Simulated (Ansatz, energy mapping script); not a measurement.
# Spin model of NiO from collinear orders, part 2 of 3

Wanted: the magnetic order of NiO, its couplings and an estimate of its ordering temperature, by PBEsol+U (6 eV).

PBEsol with U = 6 eV on Ni d, ortho-atomic projectors; plane waves, U on orthogonalised atomic orbitals unless named otherwise, collinear spin, no spin–orbit coupling.

So far. Step 5 (Order 3: parallel, cell B of 4 atoms): The run ends ferromagnetic. For each magnetic atom its energy differs from the parallel run of the first cell by -0.04 meV, an error that one common reference would have brought in. Step 6 (Compensated +− start in cell B (4 atoms)): The run ends antiferromagnetic, 116.91 meV a magnetic atom below the parallel order of its cell.

### 7. Parallel start in cell C (6 atoms)

A new cell needs its own zero of energy.

The input, input.yaml:

```yaml
crystal:
  lattice:
    - [0.0, 2.085901641, 2.085901641]
    - [-2.085901641, 0.0, -2.085901641]
    - [-4.171803282, -4.171803282, 4.171803282]
  atoms:
    - { symbol: Ni, position: [0.0, 0.0, 0.0], spin: 2.0 }
    - { symbol: Ni, position: [0.333333333, 0.666666667, 0.666666667], spin: 2.0 }
    - { symbol: Ni, position: [0.666666667, 0.333333333, 0.333333333], spin: 2.0 }
    - { symbol: O, position: [0.666666667, 0.333333333, 0.833333333] }
    - { symbol: O, position: [0.0, 0.0, 0.5] }
    - { symbol: O, position: [0.333333333, 0.666666667, 0.166666667] }
magnetization:
  spin_polarized: true
kpoints:
  mp_grid: { grid: [10, 10, 4] }
hamiltonian:
  xc: pbesol
  hubbard:
    sites:
      - { species: Ni, l: d, u_eff: 6.0 }
      - { site: 0, l: d, u_eff: 6.0, starting_ns: [{ spin: up, occupation_matrix: ni1_major }, { spin: down, occupation_matrix: ni1_minor }] }
      - { site: 1, l: d, u_eff: 6.0, starting_ns: [{ spin: up, occupation_matrix: ni1_major }, { spin: down, occupation_matrix: ni1_minor }] }
      - { site: 2, l: d, u_eff: 6.0, starting_ns: [{ spin: up, occupation_matrix: ni1_major }, { spin: down, occupation_matrix: ni1_minor }] }
    projectors: ortho-atomic
    occupation_matrices:
      ni1_major:
        matrix:
          - [0.998, 0.0, 0.0, 0.0, 0.0]
          - [0.0, 0.999, 0.0, 0.0, 0.0]
          - [0.0, 0.0, 0.999, 0.0, 0.0]
          - [0.0, 0.0, 0.0, 0.998, 0.0]
          - [0.0, 0.0, 0.0, 0.0, 0.999]
      ni1_minor:
        matrix:
          - [0.154, 0.0, 0.0, 0.0, 0.0]
          - [0.0, 0.997, 0.0, 0.0, 0.0]
          - [0.0, 0.0, 0.997, 0.0, 0.0]
          - [0.0, 0.0, 0.0, 0.154, 0.0]
          - [0.0, 0.0, 0.0, 0.0, 0.997]
scf:
  occupations: { method: fermi_dirac, width: 0.05 }
output:
  eigenvalues: true
```

The run is started by

```console
> ansatz run input.yaml --threads 4 --pin off --max-ram 8192MiB --backend cpu --events-out ev --progress --plain --runs-dir out
```

Numbers of over 12 decimals in the logs are rounded to 6 here.

Log:

```text
[...]
Crystal: 6 atoms, lattice volume = 54.454 Å³
Basis set: ecut = 420 eV, 1057 PW (Γ)
Bands: 47, of which v1, the nominal top of the filled ones, is band 36 counted from 1 (35 counted from 0)
Symmetry: 36 space group operations
[...]
k-points: 50 of 400
[...]
Starting moments: Σ|m| = 6 μB on 3 of 6 sites
[...]
k-point 1 ↑: bands = [... 32 lower, 11.4025, 11.9907, 11.9907, 12.8785, 12.8785, 13.6310, 13.6310, 16.4149, ... 7 higher]
  k-point 2 ↑: bands = [... 32 lower, 10.6940, 12.3918, 12.3918, 12.3918, 12.3918, 13.7418, 13.7418, 17.5430, ... 7 higher]
  k-point 49 ↓: bands = [... 32 lower, 11.3478, 16.3594, 16.5839, 16.5839, 16.9162, 17.2222, 17.2222, 22.9554, ... 7 higher]
Occupation matrices written to <dir>
[key lines of the parts left out:]
SCF converged after 11 iterations
Magnetization: 6.0000 μB (39.0000 up, 33.0000 down)
Free energy (F): -19089.481247 eV
Fermi energy:    14.659950 eV
```

It took 5.6 s on 4 threads of Arm Neoverse V1, shared host; peak memory 0.49 GiB; 21 s of CPU time.

The run ends ferromagnetic. For each magnetic atom its energy differs from the parallel run of the first cell by 0.02 meV, an error that one common reference would have brought in.

### 8. Order 6: uncompensated ++−, cell C of 6 atoms

This order reverses 4 of the 12 neighbours at 2.95 Å, 4 of the 6 neighbours at 4.17 Å and 12 of the 24 neighbours at 5.11 Å, counted for an average magnetic atom.

Edit input.yaml of step 7 so:

```diff
@@ -8,3 +8,3 @@
     - { symbol: Ni, position: [0.333333333, 0.666666667, 0.666666667], spin: 2.0 }
-    - { symbol: Ni, position: [0.666666667, 0.333333333, 0.333333333], spin: 2.0 }
+    - { symbol: Ni, position: [0.666666667, 0.333333333, 0.333333333], spin: -2.0 }
     - { symbol: O, position: [0.666666667, 0.333333333, 0.833333333] }
@@ -23,3 +23,3 @@
       - { site: 1, l: d, u_eff: 6.0, starting_ns: [{ spin: up, occupation_matrix: ni1_major }, { spin: down, occupation_matrix: ni1_minor }] }
-      - { site: 2, l: d, u_eff: 6.0, starting_ns: [{ spin: up, occupation_matrix: ni1_major }, { spin: down, occupation_matrix: ni1_minor }] }
+      - { site: 2, l: d, u_eff: 6.0, starting_ns: [{ spin: up, occupation_matrix: ni1_minor }, { spin: down, occupation_matrix: ni1_major }] }
     projectors: ortho-atomic
```

Log:

```text
[...]
Crystal: 6 atoms, lattice volume = 54.454 Å³
Basis set: ecut = 420 eV, 1057 PW (Γ)
Bands: 47, of which v1, the nominal top of the filled ones, is band 36 counted from 1 (35 counted from 0)
Symmetry: 12 space group operations
[...]
k-points: 50 of 400
[...]
Starting moments: Σ|m| = 6 μB on 3 of 6 sites
[...]
k-point 1 ↑: bands = [... 32 lower, 11.5223, 12.2172, 12.2172, 13.2597, 13.2597, 16.5138, 16.8020, 16.8020, ... 7 higher]
  k-point 2 ↑: bands = [... 32 lower, 11.4279, 12.4767, 12.4767, 13.0970, 13.0970, 16.8160, 16.8160, 17.5816, ... 7 higher]
  k-point 49 ↓: bands = [... 32 lower, 11.1412, 11.9758, 12.0037, 16.4833, 16.7211, 16.7425, 17.1351, 22.7246, ... 7 higher]
Occupation matrices written to <dir>
[key lines of the parts left out:]
SCF converged after 14 iterations
Magnetization: 2.0000 μB (37.0000 up, 35.0000 down)
Free energy (F): -19089.726041 eV
Fermi energy:    14.618067 eV
```

Run time: 7.7 s. Hardware: 4 threads; peak memory 0.51 GiB; 29 s of CPU time.

The run ends ferrimagnetic, 81.60 meV a magnetic atom below the parallel order of its cell.

### 9. Run 7 (parallel; cell D, 6 atoms)

The parallel order again, as the reference for this cell.

This run holds the same structure in another cell (c 7.226 → 6.596 Å, α 90.0 → 102.9°, β 90.0 → 102.9°, γ 120.0 → 90.0°).

The input, input.yaml:

```yaml
crystal:
  lattice:
    - [0.0, 2.085901641, 2.085901641]
    - [0.0, 2.085901641, -2.085901641]
    - [-6.257704923, -2.085901641, 0.0]
  atoms:
    - { symbol: Ni, position: [0.0, 0.0, 0.0], spin: 2.0 }
    - { symbol: Ni, position: [0.333333333, 0.333333333, 0.666666667], spin: 2.0 }
    - { symbol: Ni, position: [0.666666667, 0.666666667, 0.333333333], spin: 2.0 }
    - { symbol: O, position: [0.833333333, 0.833333333, 0.666666667] }
    - { symbol: O, position: [0.166666667, 0.166666667, 0.333333333] }
    - { symbol: O, position: [0.5, 0.5, 0.0] }
magnetization:
  spin_polarized: true
kpoints:
  mp_grid: { grid: [9, 9, 9] }
hamiltonian:
  xc: pbesol
  hubbard:
    sites:
      - { species: Ni, l: d, u_eff: 6.0 }
      - { site: 0, l: d, u_eff: 6.0, starting_ns: [{ spin: up, occupation_matrix: ni1_major }, { spin: down, occupation_matrix: ni1_minor }] }
      - { site: 1, l: d, u_eff: 6.0, starting_ns: [{ spin: up, occupation_matrix: ni1_major }, { spin: down, occupation_matrix: ni1_minor }] }
      - { site: 2, l: d, u_eff: 6.0, starting_ns: [{ spin: up, occupation_matrix: ni1_major }, { spin: down, occupation_matrix: ni1_minor }] }
    projectors: ortho-atomic
    occupation_matrices:
      ni1_major:
        matrix:
          - [0.998, 0.0, 0.0, 0.0, 0.0]
          - [0.0, 0.999, 0.0, 0.0, 0.0]
          - [0.0, 0.0, 0.999, 0.0, 0.0]
          - [0.0, 0.0, 0.0, 0.998, 0.0]
          - [0.0, 0.0, 0.0, 0.0, 0.999]
      ni1_minor:
        matrix:
          - [0.154, 0.0, 0.0, 0.0, 0.0]
          - [0.0, 0.997, 0.0, 0.0, 0.0]
          - [0.0, 0.0, 0.997, 0.0, 0.0]
          - [0.0, 0.0, 0.0, 0.154, 0.0]
          - [0.0, 0.0, 0.0, 0.0, 0.997]
scf:
  occupations: { method: fermi_dirac, width: 0.05 }
output:
  eigenvalues: true
```

Log:

```text
[...]
Crystal: 6 atoms, lattice volume = 54.454 Å³
Basis set: ecut = 420 eV, 1049 PW (Γ)
Bands: 47, of which v1, the nominal top of the filled ones, is band 36 counted from 1 (35 counted from 0)
Symmetry: 48 space group operations
[...]
k-points: 75 of 729
[...]
Starting moments: Σ|m| = 6 μB on 3 of 6 sites
[...]
k-point 1 ↑: bands = [... 32 lower, 10.9767, 10.9767, 11.3940, 11.3940, 11.7824, 11.8317, 11.8317, 16.0296, ... 7 higher]
  k-point 2 ↑: bands = [... 32 lower, 10.7531, 10.9573, 11.5577, 11.5577, 11.6676, 11.8349, 11.8349, 16.4684, ... 7 higher]
  k-point 74 ↓: bands = [... 32 lower, 11.0410, 15.9339, 16.3369, 16.3369, 16.4095, 16.7380, 16.7380, 20.8700, ... 7 higher]
Occupation matrices written to <dir>
[key lines of the parts left out:]
SCF converged after 11 iterations
Magnetization: 6.0000 μB (39.0000 up, 33.0000 down)
Free energy (F): -19089.481370 eV
Fermi energy:    14.650968 eV
```

Elapsed: 8.9 s, on 4 threads; peak memory 0.58 GiB; 33 s of CPU time.

The run ends ferromagnetic. For each magnetic atom its energy differs from the parallel run of the first cell by -0.03 meV, an error that one common reference would have brought in.

### 10. Order 8: uncompensated ++−, cell D of 6 atoms

This order reverses 5.33 of the 12 neighbours at 2.95 Å, 1.33 of the 6 neighbours at 4.17 Å and 16 of the 24 neighbours at 5.11 Å, counted for an average magnetic atom.

Edit input.yaml of step 9 so:

```diff
@@ -8,3 +8,3 @@
     - { symbol: Ni, position: [0.333333333, 0.333333333, 0.666666667], spin: 2.0 }
-    - { symbol: Ni, position: [0.666666667, 0.666666667, 0.333333333], spin: 2.0 }
+    - { symbol: Ni, position: [0.666666667, 0.666666667, 0.333333333], spin: -2.0 }
     - { symbol: O, position: [0.833333333, 0.833333333, 0.666666667] }
@@ -23,3 +23,3 @@
       - { site: 1, l: d, u_eff: 6.0, starting_ns: [{ spin: up, occupation_matrix: ni1_major }, { spin: down, occupation_matrix: ni1_minor }] }
-      - { site: 2, l: d, u_eff: 6.0, starting_ns: [{ spin: up, occupation_matrix: ni1_major }, { spin: down, occupation_matrix: ni1_minor }] }
+      - { site: 2, l: d, u_eff: 6.0, starting_ns: [{ spin: up, occupation_matrix: ni1_minor }, { spin: down, occupation_matrix: ni1_major }] }
     projectors: ortho-atomic
```

Log:

```text
[...]
Crystal: 6 atoms, lattice volume = 54.454 Å³
Basis set: ecut = 420 eV, 1049 PW (Γ)
Bands: 47, of which v1, the nominal top of the filled ones, is band 36 counted from 1 (35 counted from 0)
Symmetry: 16 space group operations
[...]
k-points: 75 of 729
[...]
Starting moments: Σ|m| = 6 μB on 3 of 6 sites
[...]
k-point 1 ↑: bands = [... 32 lower, 11.5818, 11.5818, 11.8699, 11.9799, 11.9799, 15.7925, 16.0842, 16.1444, ... 7 higher]
  k-point 2 ↑: bands = [... 32 lower, 11.7028, 11.7364, 11.7364, 11.9914, 11.9914, 15.7925, 16.0610, 16.6161, ... 7 higher]
  k-point 74 ↓: bands = [... 32 lower, 10.9291, 10.9452, 11.3526, 16.1574, 16.3545, 16.4122, 16.6706, 20.6577, ... 7 higher]
Occupation matrices written to <dir>
[key lines of the parts left out:]
SCF converged after 13 iterations
Magnetization: 2.0000 μB (37.0000 up, 35.0000 down)
Free energy (F): -19089.550726 eV
Fermi energy:    14.719924 eV
```

Run time: 11 s. Hardware: 4 threads; peak memory 0.6 GiB.

The run ends ferrimagnetic, 23.12 meV a magnetic atom below the parallel order of its cell.

### 11. Run 9 (parallel; cell E, 6 atoms)

The parallel order again, as the reference for this cell.

This run holds the same structure in another cell (b 2.950 → 4.172 Å, c 6.596 → 5.109 Å, α 102.9 → 114.1°, β 102.9 → 106.8°).

The input, input.yaml:

```yaml
crystal:
  lattice:
    - [0.0, -2.085901641, -2.085901641]
    - [-4.171803282, 0.0, 0.0]
    - [2.085901641, 4.171803282, -2.085901641]
  atoms:
    - { symbol: Ni, position: [0.666666667, 0.666666667, 0.333333333], spin: 2.0 }
    - { symbol: Ni, position: [0.333333333, 0.333333333, 0.666666667], spin: 2.0 }
    - { symbol: Ni, position: [0.0, 0.0, 0.0], spin: 2.0 }
    - { symbol: O, position: [0.666666667, 0.166666667, 0.333333333] }
    - { symbol: O, position: [0.333333333, 0.833333333, 0.666666667] }
    - { symbol: O, position: [0.0, 0.5, 0.0] }
magnetization:
  spin_polarized: true
kpoints:
  mp_grid: { grid: [9, 9, 9] }
hamiltonian:
  xc: pbesol
  hubbard:
    sites:
      - { species: Ni, l: d, u_eff: 6.0 }
      - { site: 0, l: d, u_eff: 6.0, starting_ns: [{ spin: up, occupation_matrix: ni1_major }, { spin: down, occupation_matrix: ni1_minor }] }
      - { site: 1, l: d, u_eff: 6.0, starting_ns: [{ spin: up, occupation_matrix: ni1_major }, { spin: down, occupation_matrix: ni1_minor }] }
      - { site: 2, l: d, u_eff: 6.0, starting_ns: [{ spin: up, occupation_matrix: ni1_major }, { spin: down, occupation_matrix: ni1_minor }] }
    projectors: ortho-atomic
    occupation_matrices:
      ni1_major:
        matrix:
          - [0.998, 0.0, 0.0, 0.0, 0.0]
          - [0.0, 0.999, 0.0, 0.0, 0.0]
          - [0.0, 0.0, 0.999, 0.0, 0.0]
          - [0.0, 0.0, 0.0, 0.998, 0.0]
          - [0.0, 0.0, 0.0, 0.0, 0.999]
      ni1_minor:
        matrix:
          - [0.154, 0.0, 0.0, 0.0, 0.0]
          - [0.0, 0.997, 0.0, 0.0, 0.0]
          - [0.0, 0.0, 0.997, 0.0, 0.0]
          - [0.0, 0.0, 0.0, 0.154, 0.0]
          - [0.0, 0.0, 0.0, 0.0, 0.997]
scf:
  occupations: { method: fermi_dirac, width: 0.05 }
output:
  eigenvalues: true
```

Log:

```text
[...]
Crystal: 6 atoms, lattice volume = 54.454 Å³
Basis set: ecut = 420 eV, 1045 PW (Γ)
Bands: 47, of which v1, the nominal top of the filled ones, is band 36 counted from 1 (35 counted from 0)
Symmetry: 24 space group operations
[...]
k-points: 125 of 729
[...]
Starting moments: Σ|m| = 6 μB on 3 of 6 sites
[...]
k-point 1 ↑: bands = [... 32 lower, 10.5470, 10.8981, 11.6254, 11.8334, 11.9565, 12.1072, 13.2111, 16.1761, ... 7 higher]
  k-point 2 ↑: bands = [... 32 lower, 10.5500, 11.2037, 11.2258, 11.4557, 11.8382, 12.2890, 13.5187, 16.9184, ... 7 higher]
  k-point 124 ↓: bands = [... 32 lower, 11.3383, 16.4834, 16.4834, 17.1709, 17.1709, 17.8152, 17.8152, 20.0083, ... 7 higher]
Occupation matrices written to <dir>
[key lines of the parts left out:]
SCF converged after 11 iterations
Magnetization: 6.0000 μB (39.0000 up, 33.0000 down)
Free energy (F): -19089.481150 eV
Fermi energy:    14.653465 eV
```

Run time: 14 s. Hardware: 4 threads; peak memory 0.76 GiB; 51 s of CPU time.

The run ends ferromagnetic. For each magnetic atom its energy differs from the parallel run of the first cell by 0.05 meV, an error that one common reference would have brought in.

(Part 2 of 3 ends here.)

[Logs and program files are shortened in this print: banners, set-up blocks, solver, clock and traceback lines can be left out without a mark of their own.]

[Logs are printed without paths, hosts, clocks, repeated set-up lines and the standing remarks that a program may print on its own settings, such as how far it seeks lower states.]

[Hosts, paths, dates, database ids (printed as entryN), source tags and the programs' standing remarks are cut or masked in the printed files.]

[Where a cell is said to come from a database of computed structures, the database is the Materials Project.]
